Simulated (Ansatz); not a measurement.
# Ta(100) with 4 thermally displaced layers, 2x2: scattering by thermal displacements

How much do lattice vibrations at 80 K scatter the electrons of Ta? Layers with random displacements are laid between perfect leads, and the resistance is followed against their length.

Method: Ansatz plane-wave DFT, PBE, PAW files; ballistic transport by layer matching (Landauer), zero bias; PAW set soft_1, in Ansatz 0.2.0.

Most raw output is cut from this account.

## (1) The starting structure

The cell holds 56 atoms: 56 Ta. Cell: a = 6.605 Å, b = 6.605 Å, c = 23.118 Å, α = 90.0°, β = 90.0°, γ = 90.0°. It derives from Ta. Regions: lead, 40 atoms (40 Ta); scattering region, 16 atoms (16 Ta). The structure is stacked along c, and the current runs across the ab planes.

## (2) With 4 displaced layers

Each atom of 4 layers is moved at random, by amounts drawn from a normal law 0.0371 Å wide in each direction from the Debye model (240 K) at 80 K. The layers about the cell's end stay perfect and serve as the lead. Disorder leaves little or no symmetry, which makes such runs dear. Energies from -0.05 to 0.05 eV in steps of 0.05 eV are too few for the program's thermal sum, so it prints no conductance; for a metal the transmission near the Fermi level serves, at a fraction of the cost.

input.yaml

```yaml
crystal:
  lattice:
    - [6.60512, 0.0, 0.0]
    - [0.0, 6.60512, 0.0]
    - [0.0, 0.0, 23.11792]
  atoms:
    - { symbol: Ta, position: [0.0, 0.0, 0.0357142857] }
    - { symbol: Ta, position: [0.0, 0.5, 0.0357142857] }
    - { symbol: Ta, position: [0.5, 0.0, 0.0357142857] }
    - { symbol: Ta, position: [0.5, 0.5, 0.0357142857] }
    - { symbol: Ta, position: [0.25, 0.25, 0.1071428571] }
    - { symbol: Ta, position: [0.25, 0.75, 0.1071428571] }
    - { symbol: Ta, position: [0.75, 0.25, 0.1071428571] }
    - { symbol: Ta, position: [0.75, 0.75, 0.1071428571] }
[... 44 atom lines left out ...]
    - { symbol: Ta, position: [0.25, 0.25, 0.9642857143] }
    - { symbol: Ta, position: [0.25, 0.75, 0.9642857143] }
    - { symbol: Ta, position: [0.75, 0.25, 0.9642857143] }
    - { symbol: Ta, position: [0.75, 0.75, 0.9642857143] }
kpoints:
  mp_grid: { grid: [4, 4, 1] }
hamiltonian:
  xc: pbe
  pseudopotentials: { kind: paw, azcp: { folder: soft_1 } }
scf:
  occupations: { method: fermi_dirac, width: 0.1 }
output:
  transmission: { leads: [[0, 4]], kmesh: [8, 8], e_range: [-0.05, 0.05], de: 0.05 }
  write_potential: true
  write_density: true
  volumetric_format: npy
  elf: true
```

Launch:

```bash
> ansatz run input.yaml --threads 4 --pin off --max-ram 15360MiB --backend cpu --events-out ev --progress --plain --runs-dir out
```

The job ended after 11 min (4 threads of Intel Xeon Platinum 8559C (Emerald Rapids), shared host; peak memory 8.3 GiB; 36 min of CPU time).

This step gave:

```
free energy                                    : -556262.0006 eV
energy at zero smearing                        : -556260.8484 eV
Fermi energy                                   : 18.52 eV
cell area                                      : 43.63 Å²
transmission per spin nearest the Fermi level  : 9.442
open channels per spin nearest the Fermi level : 10.48
step of the lead's potential                   : 2.1 meV
```

Per spin. Transmission, zone mean against energy, zero at the Fermi level:

```
energy (eV)  transmission, zone mean
    -0.0500                     9.59
     0.0000                     9.44
     0.0500                     9.12
```

Per spin. Open channels, zone mean, lead against energy, zero at the Fermi level:

```
energy (eV)  open channels, zone mean, lead
    -0.0500                            10.3
     0.0000                            10.5
     0.0500                            9.98
```

Transmission over k1 and k2. At 0.0000 eV from the Fermi level.

Ten even steps from '_' (3.9) to '@' (12.2):
```
::__--%%%%%%--__
----@@@@@@@@@@--
**%%@@%%%%%%@@##
**%%@@%%%%%%@@%%
**##@@%%%%%%@@%%
----@@@@@@@@@@--
::__--%%%%%%--__
__::--******--::
```
Columns: k1 (b1) from -0.5 to 0.375; rows upwards: k2 (b2) from -0.5 to 0.375.

Open channels over k1 and k2. At 0.0000 eV from the Fermi level.

Ten even steps from '_' (4.0) to '@' (14.0):
```
::__++%%%%%%++__
==++@@@@@@@@@@++
**%%@@######@@%%
**%%@@######@@%%
**%%@@######@@%%
==++@@@@@@@@@@++
::__++%%%%%%++__
__::==******==::
```
Columns: k1 (b1) from -0.5 to 0.375; rows upwards: k2 (b2) from -0.5 to 0.375.

ELF in the ca plane at fractional y = 0.000, with atoms of Ta within 0.2 Å of it. It is the smooth field of the valence electrons, not physical close to the nuclei.

Values, 10 rows by 16 columns, each cell a mean:
```
0.57 0.47 0.37 0.49 0.55 0.34 0.43 0.56 0.34 0.34 0.59 0.42 0.35 0.55 0.50 0.37
0.28 0.33 0.49 0.32 0.28 0.48 0.36 0.31 0.42 0.43 0.28 0.36 0.48 0.29 0.31 0.49
0.39 0.46 0.46 0.45 0.40 0.46 0.48 0.35 0.50 0.48 0.36 0.48 0.46 0.41 0.44 0.46
0.36 0.33 0.48 0.33 0.35 0.44 0.34 0.39 0.40 0.40 0.41 0.35 0.46 0.35 0.33 0.48
0.52 0.48 0.32 0.49 0.51 0.30 0.42 0.51 0.34 0.33 0.49 0.43 0.31 0.51 0.50 0.32
0.57 0.47 0.37 0.49 0.55 0.35 0.40 0.61 0.34 0.34 0.61 0.40 0.35 0.55 0.50 0.37
0.28 0.33 0.49 0.32 0.28 0.48 0.37 0.26 0.43 0.44 0.26 0.37 0.47 0.29 0.31 0.49
0.39 0.46 0.46 0.45 0.40 0.47 0.48 0.39 0.48 0.48 0.37 0.48 0.46 0.41 0.44 0.46
0.36 0.33 0.48 0.33 0.35 0.46 0.34 0.32 0.40 0.39 0.36 0.34 0.46 0.35 0.33 0.48
0.52 0.48 0.32 0.49 0.51 0.31 0.43 0.56 0.33 0.32 0.52 0.44 0.31 0.51 0.50 0.32
```
Columns run along c (16.0 Å, from fractional 0.15 to 0.85 of the cell), rows up along a (6.6 Å). Atoms in or near the plane, at fractional coordinates: Ta at (0.18, 0.00), Ta at (0.18, 0.50), Ta at (0.32, 0.00), Ta at (0.32, 0.50), Ta at (0.46, 0.99), Ta at (0.46, 0.50), Ta at (0.61, 0.00), Ta at (0.61, 0.51), Ta at (0.75, 0.00), Ta at (0.75, 0.50).

Electrostatic potential energy in the ca plane at fractional y = 0.000, with atoms of Ta within 0.2 Å of it. With pseudopotentials it is smooth inside the atoms' cores, unlike the true potential.

Ten even steps from '0' (-45 eV) to '9' (20 eV), each cell a mean:
```
40025899741026899730026999841015899840025899
64357999864357999852247999864347999864357999
87789999987789999987679999987789999987789999
99999999999999999999999999999999999999999999
99999999999999999999999999999999999999999999
98899999998899999998899999998889999998899999
76568999976568999975568999975568999976568999
52136999852136999852136999851126999852136999
30015899730015899730015899730015899730015899
40025899741026899841026899841026899840025899
64357999864357999864357999974458999864357999
87789999987789999988789999998889999987789999
99999999999999999999999999999999999999999999
99999999999999999999999999999999999999999999
98899999998899999999999999999899999998899999
76568999976568999986679999986568999976568999
52136999852136999852247999852136999852136999
30015899730015899730026999730015899730015899
```
Columns run along c (16.0 Å, from fractional 0.15 to 0.85 of the cell; values clipped at the 3rd and 97th percentile), rows up along a (6.6 Å). Atoms in or near the plane, at fractional coordinates: Ta at (0.18, 0.00), Ta at (0.18, 0.50), Ta at (0.32, 0.00), Ta at (0.32, 0.50), Ta at (0.46, 0.99), Ta at (0.46, 0.50), Ta at (0.61, 0.00), Ta at (0.61, 0.51), Ta at (0.75, 0.00), Ta at (0.75, 0.50).

Valence density in the ca plane at fractional y = 0.000, with atoms of Ta within 0.2 Å of it. It is the smooth field of the valence electrons, not physical close to the nuclei.

Ten even steps from '0' (0.2 e/Å³) to '9' (4.5 e/Å³), each cell a mean:
```
59982000049982000169982000049992000049982000
14530000014530000026741000015641000014530000
00000000000000000001100000000100000000000000
00000000000000000000000000000000000000000000
00000000000000000000000000000000000000000000
00000000000000000000000000000000000000000000
02210000002210000002310000012320000002210000
38961000038961000038961000038971000038961000
69893000059892000059893000059893000059893000
59982000049982000049982000049982000049982000
14530000014530000014530000013430000014530000
00000000000000000000000000000000000000000000
00000000000000000000000000000000000000000000
00000000000000000000000000000000000000000000
00000000000000000000000000000000000000000000
02210000002210000001100000001210000002210000
38961000038961000037741000027861000038961000
69893000059892000169982000059893000059893000
```
Columns run along c (16.0 Å, from fractional 0.15 to 0.85 of the cell), rows up along a (6.6 Å). Atoms in or near the plane, at fractional coordinates: Ta at (0.18, 0.00), Ta at (0.18, 0.50), Ta at (0.32, 0.00), Ta at (0.32, 0.50), Ta at (0.46, 0.99), Ta at (0.46, 0.50), Ta at (0.61, 0.00), Ta at (0.61, 0.51), Ta at (0.75, 0.00), Ta at (0.75, 0.50).

Over the solved energies the transmission per spin lies between 9.12 and 9.59, out of 10.3 channels of the lead on average (up to 10.5).

## (3) With 8 displaced layers

Each atom of 8 layers is moved at random, by amounts drawn from a normal law 0.0371 Å wide in each direction from the Debye model (240 K) at 80 K. A fresh draw is used; the growth of the resistance with length is what counts.

System of this step: Ta(100) with 8 thermally displaced layers, 2x2. The cell holds 72 atoms: 72 Ta. Its edges and angles: a = 6.605 Å, b = 6.605 Å, c = 29.723 Å, α = 90.0°, β = 90.0°, γ = 90.0°. It derives from Ta. Regions: lead, 40 atoms (40 Ta); scattering region, 32 atoms (32 Ta). The structure is stacked along c, and the current runs across the ab planes.

input.yaml

```yaml
crystal:
  lattice:
    - [6.60512, 0.0, 0.0]
    - [0.0, 6.60512, 0.0]
    - [0.0, 0.0, 29.72304]
  atoms:
    - { symbol: Ta, position: [0.0, 0.0, 0.0277777778] }
    - { symbol: Ta, position: [0.0, 0.5, 0.0277777778] }
    - { symbol: Ta, position: [0.5, 0.0, 0.0277777778] }
    - { symbol: Ta, position: [0.5, 0.5, 0.0277777778] }
    - { symbol: Ta, position: [0.25, 0.25, 0.0833333333] }
    - { symbol: Ta, position: [0.25, 0.75, 0.0833333333] }
    - { symbol: Ta, position: [0.75, 0.25, 0.0833333333] }
    - { symbol: Ta, position: [0.75, 0.75, 0.0833333333] }
[... 60 atom lines left out ...]
    - { symbol: Ta, position: [0.25, 0.25, 0.9722222222] }
    - { symbol: Ta, position: [0.25, 0.75, 0.9722222222] }
    - { symbol: Ta, position: [0.75, 0.25, 0.9722222222] }
    - { symbol: Ta, position: [0.75, 0.75, 0.9722222222] }
kpoints:
  mp_grid: { grid: [4, 4, 1] }
hamiltonian:
  xc: pbe
  pseudopotentials: { kind: paw, azcp: { folder: soft_1 } }
scf:
  occupations: { method: fermi_dirac, width: 0.1 }
output:
  transmission: { leads: [[0, 4]], kmesh: [8, 8], e_range: [-0.05, 0.05], de: 0.05 }
  write_potential: true
  write_density: true
  volumetric_format: npy
```

The job ended after 16 min (4 threads; peak memory 8.2 GiB; 52 min of CPU time).

This step gave:

| Property | Result |
| --- | --- |
| free energy | -715193.4702 eV |
| energy at zero smearing | -715191.9209 eV |
| Fermi energy | 18.53 eV |
| transmission per spin nearest the Fermi level | 8.680 |
| step of the lead's potential | 1.1 meV |

Per spin. Table of transmission, zone mean by energy, zero at the Fermi level:

```
energy (eV)  transmission, zone mean
    -0.0500                     8.77
     0.0000                     8.68
     0.0500                     8.33
```

Over the solved energies the transmission per spin lies between 8.33 and 8.77, out of 10.2 channels of the lead on average (up to 10.5).

## (4) With 12 displaced layers

Each atom of 12 layers is moved at random, by amounts drawn from a normal law 0.0371 Å wide in each direction from the Debye model (240 K) at 80 K. A fresh draw is used; the growth of the resistance with length is what counts.

System of this step: Ta(100) with 12 thermally displaced layers, 2x2. The cell holds 88 atoms: 88 Ta. Its edges and angles: a = 6.605 Å, b = 6.605 Å, c = 36.328 Å, α = 90.0°, β = 90.0°, γ = 90.0°. It derives from Ta. Regions: lead, 40 atoms (40 Ta); scattering region, 48 atoms (48 Ta). The structure is stacked along c, and the current runs across the ab planes.

input.yaml

```yaml
crystal:
  lattice:
    - [6.60512, 0.0, 0.0]
    - [0.0, 6.60512, 0.0]
    - [0.0, 0.0, 36.32816]
  atoms:
    - { symbol: Ta, position: [0.0, 0.0, 0.0227272727] }
    - { symbol: Ta, position: [0.0, 0.5, 0.0227272727] }
    - { symbol: Ta, position: [0.5, 0.0, 0.0227272727] }
    - { symbol: Ta, position: [0.5, 0.5, 0.0227272727] }
    - { symbol: Ta, position: [0.25, 0.25, 0.0681818182] }
    - { symbol: Ta, position: [0.25, 0.75, 0.0681818182] }
    - { symbol: Ta, position: [0.75, 0.25, 0.0681818182] }
    - { symbol: Ta, position: [0.75, 0.75, 0.0681818182] }
[... 76 atom lines left out ...]
    - { symbol: Ta, position: [0.25, 0.25, 0.9772727273] }
    - { symbol: Ta, position: [0.25, 0.75, 0.9772727273] }
    - { symbol: Ta, position: [0.75, 0.25, 0.9772727273] }
    - { symbol: Ta, position: [0.75, 0.75, 0.9772727273] }
kpoints:
  mp_grid: { grid: [4, 4, 1] }
hamiltonian:
  xc: pbe
  pseudopotentials: { kind: paw, azcp: { folder: soft_1 } }
scf:
  occupations: { method: fermi_dirac, width: 0.1 }
output:
  transmission: { leads: [[0, 4]], kmesh: [8, 8], e_range: [-0.05, 0.05], de: 0.05 }
  write_potential: true
  write_density: true
  volumetric_format: npy
```

Elapsed: 22 min, on 4 threads; peak memory 8.6 GiB.

This step gave:

| Quantity | Value |
| --- | --- |
| free energy | -874124.9269 eV |
| energy at zero smearing | -874123.0588 eV |
| transmission per spin nearest the Fermi level | 7.971 |
| step of the lead's potential | 2.4 meV |

Per spin. Transmission, zone mean against energy, zero at the Fermi level:

```
energy (eV)  transmission, zone mean
    -0.0500                     8.12
     0.0000                     7.97
     0.0500                     7.73
```

Over the solved energies the transmission per spin lies between 7.73 and 8.12, out of 10.2 channels of the lead on average (up to 10.5).

## (5) Resistance against length

This step: Ansatz plane-wave DFT, PBE, PAW files; ballistic transport by layer matching (Landauer), zero bias; resistivity from the slope of the area resistance; PAW set soft_1 (Ansatz 0.2.0).

Numbers from this step:

| Quantity | Value |
| --- | --- |
| resistivity | 8.097 µΩ cm |
| intercept | -0.002691 fΩ m² |
| scatter about the fit | 2.45e-4 fΩ m² |

Resistance, by row:

```
run  length (Å)      T  channels N  RA (fΩ m²)
 n4       6.605  9.384       10.26     0.05097
 n8       13.21  8.594       10.21      0.1039
n12       19.82  7.939       10.21      0.1579
```

The area resistance by length of the displaced region:

```
length of the displaced region (Å)  area resistance (fΩ m²)
                              6.61                   0.0510
                             13.21                    0.104
                             19.82                    0.158
```

The area resistance goes from 0.051 to 0.16 fΩ m² between 6.6 and 19.8 Å, a slope of 8.1 µΩ cm.

By hand from the end points: (0.1579 − 0.05097) fΩ m² / (19.82 − 6.61) Å = 8.1 µΩ cm, since 1 fΩ m² per Å is 1000 µΩ cm.

## (6) Summary of results

| Property | Result |
| --- | --- |
| resistivity from the slope | 8.10 µΩ cm |
| area resistance over 6.61 Å | 0.0510 fΩ m² |
| area resistance over 13.2 Å | 0.104 fΩ m² |
| area resistance over 19.8 Å | 0.158 fΩ m² |

What this shows: The slope gives 8.1 µΩ cm. The points scatter by 2.4e-4 fΩ m² about the line, with one random draw a length in a 2x2 cell, so the slope is a rough value. The mean square of the displacements drawn is 0.78, 0.99 and 1.2 of the nominal one at the three lengths; with each resistance scaled back by that, the slope is 5.2 µΩ cm, the value used below. Read with a model of isotropic scattering on a spherical Fermi surface and the lead's 1.8×10¹⁵ S/m², this slope means a mean free path near 90 Å; over these lengths the model's slope is 1.14 times its bulk resistivity, which would be 4.6 µΩ cm. This far under the Debye temperature the model doesn't describe a real metal: frozen displacements count zero-point motion as scattering and turn electrons through all angles, while in the metal the short-wave phonons freeze out. The measured value is 2.62 µΩ cm (CRC Handbook of Chemistry and Physics, 84th ed., 2003, Electrical Resistivity of Pure Metals); the scaled slope is 2.0 times that and the corrected value 1.7: clearly high. Spin-orbit coupling is left out, which matters for Ta.

[Logs are printed without paths, hosts, clocks, repeated set-up lines and the standing remarks that a program may print on its own settings, such as how far it seeks lower states.]

[Hosts, paths, dates, database ids (printed as entryN), source tags and the programs' standing remarks are cut or masked in the printed files.]
